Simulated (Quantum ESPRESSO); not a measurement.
# CoO: one coupling from two orders, and a test

Aim: get Heisenberg couplings of CoO from the energies of collinear orders, with pencil and paper, and test them on an order left out of the fit.

Calculated with Quantum ESPRESSO 7.5; LDA; plane waves with GBRV 1.5 LDA potentials, no spin-orbit coupling.

## 1. The structure

It takes space group Fm-3m (No. 225, cubic). The conventional cell has a = 4.263 Å, b = 4.263 Å, c = 4.263 Å, α = 90.00°, β = 90.00°, γ = 90.00°. Nearest to Co lie 6 O at 2.13 Å. Nearest to O lie 6 Co at 2.13 Å. Farther neighbours and most contacts between anions are not listed.

Coordinates:

```cif
data_structure
_symmetry_space_group_name_H-M 'P 1'
_symmetry_Int_Tables_number 1
_cell_length_a 3.0144
_cell_length_b 3.0144
_cell_length_c 3.0144
_cell_angle_alpha 60.000
_cell_angle_beta 60.000
_cell_angle_gamma 60.000
_cell_volume 19.37
loop_
_atom_site_label
_atom_site_type_symbol
_atom_site_fract_x
_atom_site_fract_y
_atom_site_fract_z
_atom_site_occupancy
Co1 Co 0.00000 0.00000 0.00000 1
O2 O 0.50000 0.50000 0.50000 1
```

The cell comes from the Crystallography Open Database.

## 2. The parallel order

All energies count from this run.

Input file pw.in:

```
&CONTROL
  calculation = 'scf'
  prefix = 'pwscf'
  outdir = './tmp'
  pseudo_dir = './pseudo'
  disk_io = 'nowf'
/
&SYSTEM
  ibrav = 0
  nat = 2
  ntyp = 2
  ecutwfc = 40
  ecutrho = 280
  nbnd = 20
  occupations = 'smearing'
  smearing = 'fd'
  degauss = 0.00367493
  nspin = 2
  starting_magnetization(1) = 0.1765
  starting_magnetization(2) = 0
/
&ELECTRONS
  conv_thr = 4d-09
  electron_maxstep = 150
  mixing_beta = 0.3
/
ATOMIC_SPECIES
Co     58.9332 co_lda_v1.2.uspp.F.UPF
O      15.9990 o_lda_v1.2.uspp.F.UPF
CELL_PARAMETERS angstrom
   0.0000000000    2.1315000000    2.1315000000
   2.1315000000    0.0000000000    2.1315000000
   2.1315000000    2.1315000000    0.0000000000
ATOMIC_POSITIONS crystal
Co      0.0000000000    0.0000000000    0.0000000000
O       0.5000000000    0.5000000000    0.5000000000
K_POINTS automatic
8 8 8 0 0 0
```

The run is started by

```sh
OMP_NUM_THREADS=1 mpirun -n 4 pw.x -nk 4 -in pw.in > pw.out
```

What it wrote:

```text
Program PWSCF v.7.5 starts
     [... lines left out ...]
     number of atoms/cell      =            2
     [... lines left out ...]
     number of electrons       =        23.00
     number of Kohn-Sham states=           20
     kinetic-energy cutoff     =      40.0000  Ry
     charge density cutoff     =     280.0000  Ry
     scf convergence threshold =      4.0E-09
     [... lines left out ...]
     48 Sym. Ops., with inversion, found
     [... lines left out ...]
     number of k points=    29  Fermi-Dirac smearing, width (Ry)=  0.0037
     [... lines left out ...]
     iteration # 14     ecut=    40.00 Ry     beta= 0.30
     [... lines left out ...]
     Magnetic moment per site  (integrated on atomic sphere of radius R)
     atom   1 (R=0.292)  charge= 14.6215  magn=  2.4790
     atom   2 (R=0.292)  charge=  5.7226  magn=  0.3562
     [... lines left out ...]
     the Fermi energy is    13.4664 ev
!    total energy              =    -330.54438723 Ry
     estimated scf accuracy    <          6.2E-10 Ry
     smearing contrib. (-TS)   =      -0.00238557 Ry
     [... lines left out ...]
     total magnetization       =     2.94 Bohr mag/cell
     absolute magnetization    =     2.96 Bohr mag/cell
     convergence has been achieved in  14 iterations
   JOB DONE.
```

The job ended after 4.5 s (4 MPI ranks of Intel Xeon 6975P-C (Granite Rapids), shared host; peak memory 0.28 GiB; 16 s of CPU time).

Spin moment in the atom's sphere by atom:

| atom | spin moment in the atom's sphere (μB) |
| --- | --- |
| Co1 | 2.48 |
| O2 | 0.36 |

Numbers from this step:

```yaml
smearing_term_ts: 0.03246 eV
magnetization: 2.939 μB
absolute_magnetization: 2.956 μB
final_state: ferromagnetic
```

## 3. The orders used for the fit

The other orders were run with the same settings, on meshes that hold the same points. Free energies are divided by the number of Co atoms; q is in fractions of the reciprocal vectors of the first run's cell.

| order | atoms | mesh | free energy (eV) | eV per Co | largest moment (μB) |
| --- | --- | --- | --- | --- | --- |
| F + | 2 | 8×8×8 | -4497.2855 | -4497.2855 | 2.48 |
| AF q=(0,0,1/2) +- | 4 | 8×8×4 | -8994.8476 | -4497.4238 | 2.33 |

## 4. Counting neighbours

With E = −Σ J e_i·e_j over ordered pairs of unit vectors, turning a neighbour from parallel to opposed costs 2J a Co atom. So an order lies 2 Σ n J over the parallel one, n being the opposed neighbours in each shell.

| shell | distance (Å) | neighbours | opposed in AF q=(0,0,1/2) +- | opposed in AF q=(0,1/2,1/2) +- |
| --- | --- | --- | --- | --- |
| J1 | 3.01 | 12 | 6 | 8 |
| J2 | 4.26 | 6 | 6 | 0 |

Only J1 is kept, as an effective coupling that takes up all reversed shells.

## 5. Solving

```
2 × 6 × J1 = -138.3 meV    (AF q=(0,0,1/2) +-)
J1 = -11.52 meV
```

## 6. The test

The couplings now give the orders that were left out:

```
2 × 8 × (-11.52) = -184.3 meV    (AF q=(0,1/2,1/2) +-)
```

The runs themselves:

| order | atoms | mesh | free energy (eV) | eV per Co | largest moment (μB) | over the parallel order (meV) | foretold (meV) |
| --- | --- | --- | --- | --- | --- | --- | --- |
| AF q=(0,1/2,1/2) +- | 4 | 8×4×8 | -8994.3291 | -4497.1646 | 2.29 | +120.9 | -184.3 |

## 7. One more shell

One way to take up the miss is the next shell. Both differences then fix both couplings, and no order is left for a test.

```
2 × 6 × J1 + 2 × 6 × J2 = -138.3 meV    (AF q=(0,0,1/2) +-)
2 × 8 × J1 = +120.9 meV    (AF q=(0,1/2,1/2) +-)
J1 = +7.56 meV
J2 = -19.08 meV
```

## 8. Outcome

```json
{"effective J1 (Co–Co at 3.01 Å)": "-11.5 meV", "largest miss on the orders left out": "305 meV", "J1 with two shells": "7.56 meV", "J2 with two shells": "-19.1 meV"}
```

In words: The model misses the order left out by 305 meV, 221 % of the largest energy difference, so it fails: these couplings alone don't describe the crystal. With the next shell added the couplings are J1 = +7.56 and J2 = -19.08 meV, untested. The largest moment changes by 7.5 % between the orders. Shells that were dropped are folded into the couplings or show in the miss. No Hubbard term acts here. In such compounds local and semilocal functionals without one often delocalise the d electrons, and can shrink or lose moments and miss the size, sign and order of the couplings. The smearing term is large for its width, so states at the Fermi level are partly filled: at this level the cell is a metal or has a gap of a few widths at most.

[Logs and program files are shortened in this print: banners, set-up blocks, solver, clock and traceback lines can be left out without a mark of their own.]

[Logs are printed without paths, hosts, clocks, repeated set-up lines and the standing remarks that a program may print on its own settings, such as how far it seeks lower states.]

[Hosts, paths, dates, database ids (printed as entryN), source tags and the programs' standing remarks are cut or masked in the printed files.]

[Where a cell is said to come from a database of computed structures, the database is the Materials Project.]
